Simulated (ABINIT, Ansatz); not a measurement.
# LiHS (Ama2): G0W0 on several meshes in ABINIT, part 2 of 2

How does the mesh move the gap of LiHS (Ama2)?

ABINIT 10.8.3; PBEsol and many-body steps on it, plane waves. Known limits of the many-body steps: not at the basis limit; coarse k mesh.

So far. Step 4 (2×2×2): The gap on the mesh goes from 3.33 eV to 5.47 eV, a correction of +2.14 eV. Step 5 (Empty states on the mesh, 1×2×2 mesh, 79 bands): On this mesh the gap is 3.330 eV.

## 7. 1×2×2

This step: G0W0 on PBEsol, plane waves, norm-conserving pseudopotentials.

File run.abi:

```
acell 3*1.0 Angstrom
rprim 
  6.156870000000 0.000000000000 0.000000000000
  0.000000000000 2.809205000000 2.757390000000
  0.000000000000 -2.809205000000 2.757390000000
ntypat 3
znucl 3 1 16
natom 6
typat 1 1 2 2 3 3
xred 
  0.500000000000 0.501660000000 0.501660000000
  0.000000000000 0.501660000000 0.501660000000
  0.250000000000 0.133090000000 0.983490000000
  0.750000000000 0.983490000000 0.133090000000
  0.750000000000 0.998760000000 0.475340000000
  0.250000000000 0.475340000000 0.998760000000
pp_dirpath "pseudos"
pseudos "Li.upf, H.upf, S.upf"
ecut 33
ngkpt 1 2 2
nshiftk 1
shiftk 0 0 0
kptopt 1
chksymbreak 0
istwfk *1
occopt 1
irdwfk 1
optdriver 4
nband 73
gwcalctyp 0
ecutsigx 33
symsigma 1
nkptgw 1
kptgw 
  0.0000000000 0.0000000000 0.0000000000
bdgw 
  9 12
ecuteps 4.2
irdscr 1
ppmodel 1
indata_prefix "in"
outdata_prefix "out"
tmpdata_prefix "tmp"
```

Command:

```bash
OMP_NUM_THREADS=1 mpirun -n 4 abinit run.abi > log
```

Numbers of over 12 decimals in the logs are rounded to 6 here.

The log of the run:

```text
.Version 10.8.3 of ABINIT. v10.8.2 released Aug 2026.

 Symmetries : space group Am a 2 (# 40); Bravais oC (1-face-center ortho.)
[... echo of the input left out ...]
== DATASET  1 ==================================================================
-   mpi_nproc: 4, omp_nthreads: 1 (-1 if OMP is not activated)

--- !DatasetInfo
iteration_state: {dtset: 1, }
dimensions: {natom: 6, nkpt: 3, mband: 73, nsppol: 1, nspinor: 1, nspden: 1, mpw: 5848, }
cutoff_energies: {ecut:  33.0, pawecutdg:  -1.0, }
electrons: {nelect:   2.00000000E+01, charge:   0.00000000E+00, occopt:   1.00000000E+00, tsmear:   1.00000000E-02, }

 SIGMA: Calculation of the GW corrections

 Based on a program developped by R.W. Godby, V. Olevano, G. Onida, and L. Reining.
 Incorporated in ABINIT by V. Olevano, G.-M. Rignanese, and M. Torrent.
.Using double precision arithmetic ; gwpc =  8

[... cell and pseudopotentials left out ...]
--------------------------------------------------------------------------------

 ==== K-mesh for the wavefunctions ====
 Number of points in the irreducible wedge :     3
[... list of points left out ...]
 Together with  4 symmetry operations and time-reversal symmetry
 yields     4 points in the full Brillouin Zone.

 ==== Q-mesh for screening function ====
 Number of points in the irreducible wedge :     3
[... list of points left out ...]
 Together with  4 symmetry operations and time-reversal symmetry
 yields     4 points in the full Brillouin Zone.

 vcoul_init : cutoff-mode = AUXILIARY_FUNCTION
 q-points for optical limit:   1
     1)      0.000010    0.000020    0.000030
 setmesh: FFT mesh size selected  =    64x   40x   40
          total number of points  =       102400

 Number of electrons calculated from density =   20.0000; Expected =   20.0000
[...]
number of k-points in IBZ                           3
 number of q-points in IBZ                           3
 number of symmetry operations                       4
 number of k-points in BZ                            4
 number of q-points in BZ                            4
 number of frequencies for dSigma/dE                 9
 frequency step for dSigma/dE [eV]                0.25
 number of omega for Sigma on real axis              0
 max omega for Sigma on real axis  [eV]           0.00
 zcut for avoiding poles [eV]                     0.10

 EPSILON^-1 parameters (SCR file):
 dimension of the eps^-1 matrix on file            283
 dimension of the eps^-1 matrix used               283
 number of plane-waves for wavefunctions          5839
 number of bands                                    73
 number of q-points in IBZ                           3
 number of frequencies                               2
 number of real frequencies                          1
 number of imag frequencies                          1

 matrix elements of self-energy operator (all in [eV])

 Perturbative Calculation

--- !SelfEnergy_ee
iteration_state: {dtset: 1, }
kpoint     : [   0.000,    0.000,    0.000, ]
spin       : 1
KS_gap     :    3.330
QP_gap     :    5.434
Delta_QP_KS:    2.104
data: !SigmaeeData |
     Band     E0 <VxcDFT>   SigX SigC(E0)      Z dSigC/dE  Sig(E)    E-E0       E
        9  -0.707 -12.408 -16.134   2.354   0.788  -0.270 -13.489  -1.081  -1.788
       10  -0.122 -12.743 -16.286   2.259   0.787  -0.271 -13.754  -1.011  -1.133
       11   3.208  -8.814  -4.218  -3.260   0.818  -0.223  -7.721   1.093   4.301
       12   3.571  -8.584  -4.048  -3.186   0.819  -0.221  -7.479   1.105   4.676

== END DATASET(S) ==============================================================
================================================================================

 -outvars: echo values of variables after computation  --------
           etotal      0.0000000000E+00
            nband          73
             nkpt           3
          spgroup          40
 [... the other variables as echoed above ...]

 Calculation completed.
```

Elapsed: 4.8 s, on 4 MPI ranks of Arm Neoverse N1, shared host; peak memory 0.47 GiB; 19 s of CPU time.

This step gave:

```
G0W0 gap on the points computed              : 5.434 eV
starting gap on the mesh                     : 3.330 eV
k of the valence top                         : 0, 0, 0
k of the conduction bottom                   : 0, 0, 0
Z at the valence top                         : 0.787
Z at the conduction bottom                   : 0.818
least direct G0W0 gap on the computed points : 5.434 eV
```

Against G0W0 in ABINIT (2×2×2 mesh, 73 bands, screening to 114.3 eV, Godby-Needs plasmon pole), the gap moves by −0.039 eV.

## 8. Empty states on the mesh, 2×4×4 mesh, 79 bands

This step: DFT, PBEsol, plane waves, norm-conserving pseudopotentials.

Changes to run.abi since step 7:

```diff
@@ -19,3 +19,3 @@
 ecut 33
-ngkpt 1 2 2
+ngkpt 2 4 4
 nshiftk 1
@@ -24,18 +24,10 @@
 chksymbreak 0
+iscf -2
+irdden 1
 istwfk *1
-occopt 1
-irdwfk 1
-optdriver 4
-nband 73
-gwcalctyp 0
-ecutsigx 33
-symsigma 1
-nkptgw 1
-kptgw 
-  0.0000000000 0.0000000000 0.0000000000
-bdgw 
-  9 12
-ecuteps 4.2
-irdscr 1
-ppmodel 1
+nband 79
+nbdbuf 6
+tolwfr 1e-09
+nstep 60
+prtvol 0
 indata_prefix "in"
```

The log of the run:

```text
.Version 10.8.3 of ABINIT. v10.8.2 released Aug 2026.

 Symmetries : space group Am a 2 (# 40); Bravais oC (1-face-center ortho.)
[... echo of the input left out ...]
== DATASET  1 ==================================================================
-   mpi_nproc: 4, omp_nthreads: 1 (-1 if OMP is not activated)

--- !DatasetInfo
iteration_state: {dtset: 1, }
dimensions: {natom: 6, nkpt: 14, mband: 79, nsppol: 1, nspinor: 1, nspden: 1, mpw: 5860, }
cutoff_energies: {ecut:  33.0, pawecutdg:  -1.0, }
[...]
1.19293    1.24409    1.26322    1.31366    1.32551    1.33404    1.35426    1.37694
   1.38007    1.38587    1.38865    1.39951    1.40971    1.43017    1.49448    1.49976
   1.52096    1.52705    1.52974    1.54088    1.54384    1.55826    1.56960
 prteigrs : prtvol=0 or 1, do not print more k-points.

== END DATASET(S) ==============================================================
================================================================================

 -outvars: echo values of variables after computation  --------
            nband          79
             nkpt          14
          spgroup          40
 [... the other variables as echoed above ...]

 Calculation completed.
```

It took 69 s on 4 MPI ranks; peak memory 0.4 GiB; 4.6 min of CPU time.

This step gave:

```
gap                                                           : 3.330 eV
k of the valence top                                          : 0, 0, 0
k of the conduction bottom                                    : 0, 0, 0
least direct gap                                              : 3.330 eV
k points computed                                             : 14
lowest point of the top converged band, above the valence top : 38.53 eV
```

On this mesh the gap is 3.330 eV.

## 9. Screening, 2×4×4 mesh, 73 bands, screening to 114.3 eV

This step: RPA screening on PBEsol, plane waves, norm-conserving pseudopotentials.

Changes to run.abi since step 8:

```diff
@@ -24,10 +24,11 @@
 chksymbreak 0
-iscf -2
-irdden 1
 istwfk *1
-nband 79
-nbdbuf 6
-tolwfr 1e-09
-nstep 60
-prtvol 0
+occopt 1
+irdwfk 1
+optdriver 3
+nband 73
+ecuteps 4.2
+inclvkb 2
+awtr 1
+symchi 1
 indata_prefix "in"
```

The log of the run:

```text
.Version 10.8.3 of ABINIT. v10.8.2 released Aug 2026.

 Symmetries : space group Am a 2 (# 40); Bravais oC (1-face-center ortho.)
[... echo of the input left out ...]
== DATASET  1 ==================================================================
-   mpi_nproc: 4, omp_nthreads: 1 (-1 if OMP is not activated)

--- !DatasetInfo
iteration_state: {dtset: 1, }
dimensions: {natom: 6, nkpt: 14, mband: 73, nsppol: 1, nspinor: 1, nspden: 1, mpw: 5860, }
cutoff_energies: {ecut:  33.0, pawecutdg:  -1.0, }
[...]
--------------------------------------------------------------------------------
[... chi0 elements left out ...]
 For q-point:  0.000010 0.000020 0.000030
  dielectric constant =   3.0176
  dielectric constant without local fields =   3.7310

  Average fulfillment of the sum rule on Im[epsilon] for q-point    1 :     61.66  [%]
[... wings left out ...]
  q-point number  2        q = ( 0.500000, 0.000000, 0.000000) [r.l.u.]
--------------------------------------------------------------------------------
[... chi0 elements left out ...]
  Average fulfillment of the sum rule on Im[epsilon] for q-point    2 :     70.78  [%]

 [... 12 further q-points ...]
```

Run time: 81 s. Hardware: 4 MPI ranks; peak memory 1.7 GiB.

This step gave:

```
ε∞ with local fields, on this mesh, along the program's q direction : 3.018
the same without local fields                                       : 3.731
plasma frequency                                                    : 17.00 eV
plane waves in the screening matrix                                 : 283
```

## 10. 2×4×4

This step: G0W0 on PBEsol, plane waves, norm-conserving pseudopotentials.

Changes to run.abi since step 9:

```diff
@@ -27,8 +27,15 @@
 irdwfk 1
-optdriver 3
+optdriver 4
 nband 73
+gwcalctyp 0
+ecutsigx 33
+symsigma 1
+nkptgw 1
+kptgw 
+  0.0000000000 0.0000000000 0.0000000000
+bdgw 
+  9 12
 ecuteps 4.2
-inclvkb 2
-awtr 1
-symchi 1
+irdscr 1
+ppmodel 1
 indata_prefix "in"
```

The log of the run:

```text
.Version 10.8.3 of ABINIT. v10.8.2 released Aug 2026.

 Symmetries : space group Am a 2 (# 40); Bravais oC (1-face-center ortho.)
[... echo of the input left out ...]
== DATASET  1 ==================================================================
-   mpi_nproc: 4, omp_nthreads: 1 (-1 if OMP is not activated)

--- !DatasetInfo
iteration_state: {dtset: 1, }
dimensions: {natom: 6, nkpt: 14, mband: 73, nsppol: 1, nspinor: 1, nspden: 1, mpw: 5860, }
cutoff_energies: {ecut:  33.0, pawecutdg:  -1.0, }
[...]
10  -0.122 -12.716 -16.229   1.965   0.792  -0.263 -13.942  -1.226  -1.348
       11   3.208  -8.893  -4.582  -2.931   0.828  -0.208  -7.751   1.143   4.351
       12   3.571  -8.682  -4.432  -2.834   0.829  -0.207  -7.508   1.173   4.744

== END DATASET(S) ==============================================================
================================================================================

 -outvars: echo values of variables after computation  --------
           etotal      0.0000000000E+00
            nband          73
             nkpt          14
          spgroup          40
 [... the other variables as echoed above ...]

 Calculation completed.
```

It took 11 s on 4 MPI ranks; peak memory 1.2 GiB; 45 s of CPU time.

This step gave:

* G0W0 gap on the points computed: 5.699 eV
* starting gap on the mesh: 3.330 eV
* k of the valence top: 0, 0, 0
* k of the conduction bottom: 0, 0, 0
* least direct G0W0 gap on the computed points: 5.699 eV

Against G0W0 in ABINIT (2×2×2 mesh, 73 bands, screening to 114.3 eV, Godby-Needs plasmon pole), the gap moves by +0.226 eV.

## 11. Side by side

Times are wall times on 4 MPI ranks of Arm Neoverse N1, shared host, good to a factor of about two. A run's time includes the screening step that it read.

```tsv
run	mesh	bands	screening cutoff (eV)	DFT gap (eV)	gap on the mesh (eV)	direct (eV)	ε∞ used	time
2×2×2	2×2×2	73	114.3	3.330	5.473	5.473	3.73	23 s
1×2×2	1×2×2	73	114.3	3.330	5.434	5.434	3.87	12 s
2×4×4	2×4×4	73	114.3	3.330	5.699	5.699	3.02	92 s
```

## 12. Outcome

```yaml
2x2x2: 5.473 eV
1x2x2: 5.434 eV
2x4x4: 5.699 eV
known_limits: not at the basis limit; coarse k mesh
```

In words: 1×2×2: −0.039 eV against 2×2×2. 2×4×4: +0.226 eV against 2×2×2. Bands and cutoff are finite, so the gap is not at the basis limit. The miss can reach some tenths of an eV and take either sign; the mesh is an error of its own. In the first G0W0 run levels were corrected at 1 k point alone, so a gap called «on the mesh» is the least over those, and an edge elsewhere would be missed. The 2×2×2 mesh is coarse for this cell, which bears on the long-range parts of exchange and screening.

[Paths, hosts, dates, memory and timing lines, banners, echoed tables and standing remarks are left out of the program output.]

[Logs are printed without paths, hosts, clocks, repeated set-up lines and the standing remarks that a program may print on its own settings, such as how far it seeks lower states.]

[Runs of the session that timed out or met a known fault of the program may be left out.]

[No measured gap is set beside runs whose start may be inverted or whose files or cutoffs have a known fault.]

[Hosts, paths, dates, database ids (printed as entryN), source tags and the programs' standing remarks are cut or masked in the printed files.]

[G0W0 gaps are taken among the corrected bands and points alone; a level outside them can change the order at an edge.]

[Where Ansatz stands beside ABINIT at settings called matched, ABINIT's density can come from a denser mesh and the files from another edition; pairs whose starting gaps differed by over 0.03 eV were left out, so agreement reads better than it is.]
